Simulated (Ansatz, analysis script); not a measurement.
# SrMn2As2: exchange from constrained states, part 2 of 2

How well does a Heisenberg term describe SrMn2As2? One moment is turned under a constraint.

Ansatz 0.2.0; PBEsol, PAW set soft_1 (files made for PBE).

So far, largest spin moment in the atom's sphere (μB): step 2 (collinear start 1: ferro ++) 2.73; step 3 (collinear start 2: antiferro +-) 3.29; step 5 (the same state on a denser mesh) 3.28.

## (6) The batch

Level of this step: Ansatz DFT on spinors, a batch of states with constrained moment directions; PBEsol, PAW set soft_1; PAW set soft_1 (Ansatz).

A canted state is in general not stationary, so a lock holds the direction of each moment by a field that the run finds for itself, with a floor under its size so that it cannot collapse. One batch solves all states on one mesh, so that their energies can be subtracted.

The input counts atoms from 0. Atom 2 (Mn) is the turned one, and with it all its lattice images.

Contents of input.yaml:

```yaml
crystal:
  lattice:
    - [4.0763099881, 0.0, 0.0]
    - [-2.0381549941, 3.5301880034, 0.0]
    - [0.0, 0.0, 7.351467]
  atoms:
    - { symbol: Sr, position: [0.0, 0.0, 0.0] }
    - { symbol: Mn, position: [0.66666667, 0.33333333, 0.387683], spin: 3.28, spin_axis: [0.0, 0.0, 1.0] }
    - { symbol: Mn, position: [0.33333333, 0.66666667, 0.612317], spin: 3.28, spin_axis: [0.0, 0.0, -1.0] }
    - { symbol: As, position: [0.66666667, 0.33333333, 0.717957] }
    - { symbol: As, position: [0.33333333, 0.66666667, 0.282043] }
kpoints:
  mp_grid: { grid: [11, 11, 6] }
hamiltonian:
  xc: pbesol
  pseudopotentials: { kind: paw, azcp: { folder: soft_1 }, xc_functional: pbe }
scf:
  occupations: { method: fermi_dirac, width: 0.05 }
  max_iter: 120
  convergence: { dr2_threshold: 1.0e-08 }
  lower_state_search: "off"
basis:
  ecutwfc: 420.0
magnetization:
  noncollinear: true
magnetic_configurations:
  lock: { kind: ray, floor_fraction: 0.25 }
  seed: rotate
  angular_fan:
    site: 2
    rotation_axis: [0, 1, 0]
    angles_deg: [0, 30, 60, 90, 135, 180]
```

Command:

```bash
> ansatz run input.yaml --threads 4 --pin off --max-ram 8192MiB --backend cpu --events-out ev --progress --plain --runs-dir out
```

Numbers of over 12 decimals in the logs are rounded to 6 here.

The log of the run:

```text
[...]
Crystal: 5 atoms, lattice volume = 105.789 Å³
Basis set: ecut = 420 eV, 2053 PW (Γ)
Bands: 84, of which v1, the nominal top of the filled ones, is band 70 counted from 1 (69 counted from 0)
Symmetry: 6 space group operations
k-points: 726 (irreducible under 1 space group operation)
[...]
Starting moments: Σ|m| = 6.56 μB on 2 of 5 sites
[...]
SCF iter   1: F=-20853.736267 eV  HF=-20859.311753 eV  |F-HF|=5.58e0  |Δ(HF+E_count)|=         —  Δρ=7.69e-2  dr2=7.01e0  dr2_m=1.10e-1  ethr=1.03e-2  |M|=1.98e-15 ∫|m|=6.55e0 μB  |m|>n=0.0e0 m-floor=0.0e0 τ_xc=9.9e-13 mc-row=0.0e0  β_m=0.30  ⟨swp⟩=3.5  Hψ=301805  notcnv=0
[...]
spin=Noncollinear: Kerker preconditioning applied to the charge; magnetization (m_x, m_y, m_z) channels mix plain (no charge-response kernel on spin).
SCF iter   2: F=-20856.655358 eV  HF=-20858.669238 eV  |F-HF|=2.01e0  |Δ(HF+E_count)|=   6.43e-1  Δρ=3.06e-2  dr2=2.51e0  dr2_m=8.22e-2  ethr=1.00e-2  |M|=4.70e-16 ∫|m|=6.95e0 μB  |m|>n=0.0e0 m-floor=0.0e0 τ_xc=4.2e-13 mc-row=0.0e0  β_m=0.34  ⟨swp⟩=3.6  Hψ=134540  notcnv=0  defer=35
[...]
SCF iter  14: F=-20858.295543 eV  HF=-20858.295543 eV  |F-HF|=5.06e-9  |Δ(HF+E_count)|=  7.46e-10  Δρ=2.17e-6  dr2=5.59e-9  dr2_m=9.76e-11  ethr=2.40e-11  |M|=6.18e-16 ∫|m|=7.58e0 μB  |m|>n=0.0e0 m-floor=0.0e0 τ_xc=9.6e-10 mc-row=0.0e0  ⟨swp⟩=4.0  Hψ=160708  notcnv=0
SCF 1 converged in 14 iterations: F = -20858.295543 eV  dr2 = 5.59e-9
[...]
── magnetic configuration reference member: converged ──
── magnetic configuration member 1/6: fan2.0 ──
[...]
SCF 1 converged in 4 iterations: F = -20858.295543 eV  dr2 = 3.23e-9
[...]
── member 1 fan2.0: converged ──
── magnetic configuration member 2/6: fan2.30 ──
Symmetry: 1 space group operations
k-points: 726
[...]
Constraint outer step 1 at iter 10: max|Δm| = 2.02e-2 μB  λ_eff = 1.000 eV/μB²  [c0 t0: gradient δμ = +4.037e-2 eV/μB]
[...]
SCF 1 converged in 21 iterations: F = -20858.260077 eV  dr2 = 1.05e-9
── member 2 fan2.30: converged ──
── magnetic configuration member 3/6: fan2.60 ──
[...]
SCF 1 converged in 29 iterations: F = -20858.159045 eV  dr2 = 2.02e-9
── member 3 fan2.60: converged ──
── magnetic configuration member 4/6: fan2.90 ──
[...]
SCF 1 converged in 29 iterations: F = -20858.025025 eV  dr2 = 5.54e-9
── member 4 fan2.90: converged ──
── magnetic configuration member 5/6: fan2.135 ──
[...]
SCF 1 converged in 27 iterations: F = -20857.846679 eV  dr2 = 4.26e-9
── member 5 fan2.135: converged ──
── magnetic configuration member 6/6: fan2.180 ──
[...]
SCF 1 converged in 12 iterations: F = -20857.783152 eV  dr2 = 8.87e-9
── member 6 fan2.180: converged ──
SCF converged after 14 iterations
Stability not checked: this state was not tested for a lower state beside it, because a magnetisation constraint still acts at the end of the SCF (magnetization_constraint; see scf.lower_state_search)
Magnetization: |M| = 0.0000 μB,  M = (+0.0000, -0.0000, -0.0000) μB
Absolute magnetization: 7.5812 μB (∫|m|, with the PAW one-centre terms)
  site 0: m = (+0.0000, +0.0000, +0.0000) μB, |m| = 0.0000 μB  (R = 1.29 Å)
  site 1: m = (-0.0000, +0.0000, +3.2802) μB, |m| = 3.2802 μB  (R = 1.00 Å)
  site 2: m = (+0.0000, -0.0000, -3.2802) μB, |m| = 3.2802 μB  (R = 1.00 Å)
  site 3: m = (-0.0000, +0.0000, +0.0141) μB, |m| = 0.0141 μB  (R = 1.00 Å)
  site 4: m = (+0.0000, -0.0000, -0.0141) μB, |m| = 0.0141 μB  (R = 1.00 Å)
--- Magnetisation constraints (ε_frz = 1.0e-4 eV) ---
  site  kind           target                      achieved (μB)             |Δ|max (μB)  g (eV/μB)                     λ_eff  esc  ok   flags
  1     per_site_axis  ê (+0.000, +0.000, +1.000)  (+0.000, +0.000, +3.280)  1.21e-16     (+2.4e-16, +0.0e0, +0.0e0)    1.000  0    yes
  2     per_site_axis  ê (+0.000, +0.000, -1.000)  (-0.000, -0.000, -3.280)  1.05e-16     (-1.2e-16, -2.1e-16, +0.0e0)  1.000  0    yes
Free energy (F): -20858.295543 eV
[...]
Internal energy: -20858.274216 eV  (E = F + TS)
E sigma→0 (E₀):  -20858.284879 eV
Entropy (-TS):   -0.021327 eV (-4.265 meV/atom)
Fermi energy:    10.770275 eV
[...]
--- Band table (eV; the first three rows and the last of 726) ---
  k-point 0: bands = [... 66 lower, 11.0539, 11.0539, 11.0539, 11.0539, 11.9074, 11.9074, 11.9074, 11.9074, ... 10 higher]
  k-point 1: bands = [... 66 lower, 11.0210, 11.0210, 11.0210, 11.0210, 11.8173, 11.8173, 11.9145, 11.9145, ... 10 higher]
  k-point 2: bands = [... 66 lower, 10.9527, 10.9527, 10.9527, 10.9527, 11.7120, 11.7120, 11.9364, 11.9364, ... 10 higher]
  k-point 725: bands = [... 66 lower, 10.3412, 10.3412, 10.6787, 10.6787, 11.2776, 11.2776, 11.8525, 11.8525, ... 10 higher]
--- Magnetic configurations: 6 members + reference (common group order 1, 726 k-points under it; ray lock λ = 1 eV/μ_B², moment radius default, seed rotate, symmetry detected) ---
  F: the free energy, without the constraint's penalty, at the texture the member reached; Δ(F+E_count)@target: (F + electron-count term + first-order target correction) against the reference's — the energy at the target texture, the difference a fit consumes
  member                      status             F (eV) Δ(F+E_count)@target (meV)  max|Δm| μB  max|g| eV/μB  outer  esc   |G|
  reference                converged     -20858.2955429                    +0.000    1.21e-16      2.43e-16      0    0     6
  fan2.0                   converged     -20858.2955429                    -0.000    1.21e-16      2.43e-16      0    0     6
  fan2.30                  converged     -20858.2600771                   +35.505     4.71e-4       4.13e-2      1    0     1
  fan2.60                  converged     -20858.1590449                  +136.569     4.67e-4       7.42e-2      1    0     1
[...]
fan2.135                 converged     -20857.8466788                  +448.793     6.13e-4       5.74e-2      1    0     1
  fan2.180                 converged     -20857.7831517                  +512.391    3.29e-16      6.58e-16      0    0     6
```

The job ended after 36 min (4 threads of Intel Xeon 6975P-C (Granite Rapids), shared host; peak memory 7.2 GiB; 2.4 h of CPU time).

The batch gives an energy and a set of moments for each member that converges.

## (7) Reading the batch

All numbers here come from the batch. Energies are free energies plus the run's first-order correction to the targets, less the reference.

```tsv
angle (°)	energy (meV a cell)	turned moment (μB)
0	0.00	3.280
30	35.50	3.268
60	136.57	3.217
90	270.54	3.121
135	448.79	2.854
180	512.39	2.688
```

A fit E(θ) = A (1 − cos θ) + B sin²θ to the 4 turned states whose moment kept its size within 15 % gives A = 260 meV and B = 9.23 meV, with an r.m.s. miss of 1.0 meV. A > 0 favours the reference's alignment.

## (8) Summary of results

```yaml
energy_at_180: 512 meV a cell
turned_moment: 3.28 μB at 0°, 2.69 μB at 180°
bilinear_term_a: 260 meV
biquadratic_term_b: 9.23 meV
```

In words: Every turn costs energy, 512 meV a cell at 180°, so the antiferromagnetic reference is stable against this one rotation; no orders other than those typed and the 180° state were run. The turned moment goes from 3.28 to 2.69 μB, so its size depends on the angle, which a model of rigid spins leaves out. The biquadratic term is 3.5 % of the bilinear one, so a Heisenberg term alone does well. With two magnetic atoms a cell and E = −Σ J e·e over ordered pairs, the couplings of one atom to all images of the other sum to -130 meV. Spin–orbit coupling is switched off, and couplings of the turned atom to its own lattice images don't enter, since these turn with it. Energies are free energies at a smearing of 0.05 eV, and with partly filled levels differences shift, at times strongly, as the smearing goes to zero. In doubt: the program's search for lower states was switched off, so a lower magnetic state than those reached may exist.

[Logs and program files are shortened in this print: banners, set-up blocks, solver, clock and traceback lines can be left out without a mark of their own.]

[Logs are printed without paths, hosts, clocks, repeated set-up lines and the standing remarks that a program may print on its own settings, such as how far it seeks lower states.]

[Hosts, paths, dates, database ids (printed as entryN), source tags and the programs' standing remarks are cut or masked in the printed files.]
